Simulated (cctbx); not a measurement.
**Symmetry from intensities**

Cell: a = 6.8590 Å, b = 4.3540 Å, c = 7.5830 Å, α = 90.00°, β = 90.00°, γ = 90.00°. Expected content of the cell: Nd4 Pd4 Fe4.

Simulated single-crystal data (cctbx): Mo Kα, λ = 0.71073 Å, to d = 0.8 Å, 70 % of the full sphere, strongest reflection 5000 counts, noise from counting, a 6 % proportional error and a noise floor of 4 counts (s.d.); no absorption.

Tests on the unmerged data give:

```text
1323 reflections to d = 0.801 A
centring   violations  <I/sigma> of those
    A        390 of   637      6.5
    B        444 of   650      7.0
    C        418 of   673      6.6
    I        420 of   675      6.3
    R        591 of   866      7.1
    F        626 of   980      6.7
Laue class    unique    Rint  (classes that these axes allow; Friedel mates merged)
P -1              853   0.049
P 1 2/m 1         517   0.056
P 1 1 2/m         495   0.058
P 2/m 1 1         501   0.056
P m m m           307   0.063
space group    extra absences  I>4sigma  <I/sigma>
P 2 2 2                 0          0         -  acentric
P 2 2 21                8          0      -0.2  acentric
P 21 2 2                5          0      -0.1  acentric
P 2 21 2                4          0      -0.1  acentric
P 21 21 2               9          0      -0.1  acentric
P 2 21 21              12          0      -0.1  acentric
P 21 2 21              13          0      -0.1  acentric
P 21 21 21             17          0      -0.1  acentric
P m m 2                 0          0         -  acentric
P 2 m m                 0          0         -  acentric
P m 2 m                 0          0         -  acentric
P 21 m a               47          0      -0.1  acentric
P m 2 a                47          0      -0.1  acentric
P n m 21               54          0      -0.0  acentric
P n 21 m               54          0      -0.0  acentric
P n 21 a              101          0      -0.1  acentric
P m m m                 0          0         -  centric
P m m a                47          0      -0.1  centric
P n m m :1             54          0      -0.0  centric
P n m m :2             54          0      -0.0  centric
P n m a               101          0      -0.1  centric
Wilson B = 0.66 A^2   <|E^2-1|> = 0.844 (0.968 centric, 0.736 acentric)   E^2>4: 1.1 %
shell (A)         n   <I/sigma>
 7.58 - 1.60     48     12.9
 1.60 - 1.27     41     15.9
 1.27 - 1.11     32     14.1
 1.11 - 1.01     41     12.5
 1.01 - 0.94     38     12.9
 0.94 - 0.88     33     12.4
 0.88 - 0.84     38     11.8
 0.84 - 0.80     36     10.1
```

**Question.** What are the lattice type, the Laue class and the likely space group?

Every centring test has many violations, so the lattice is primitive.

Rint stays low (0.049 to 0.063) up to P m m m, the highest class in these axes.

21 settings pass the absence test. The most absences obeyed, 101, belong to P n 21 a and P n m a, which absences can't tell apart.

⟨|E²−1|⟩ = 0.844 lies between the two ideal values. The Wilson B of 0.66 Å² means U ≈ 0.0084 Å².

The true group is Pnma (no. 62), Laue class mmm, centrosymmetric. The tables only narrow the choice to the tied entries; cell content, site symmetry and trial solutions must settle it.

The model is made up (kin elements in a known structure type, no relaxation), so it says nothing on whether the phase exists.

[Logs are printed without paths, hosts, clocks, repeated set-up lines and the standing remarks that a program may print on its own settings, such as how far it seeks lower states.]
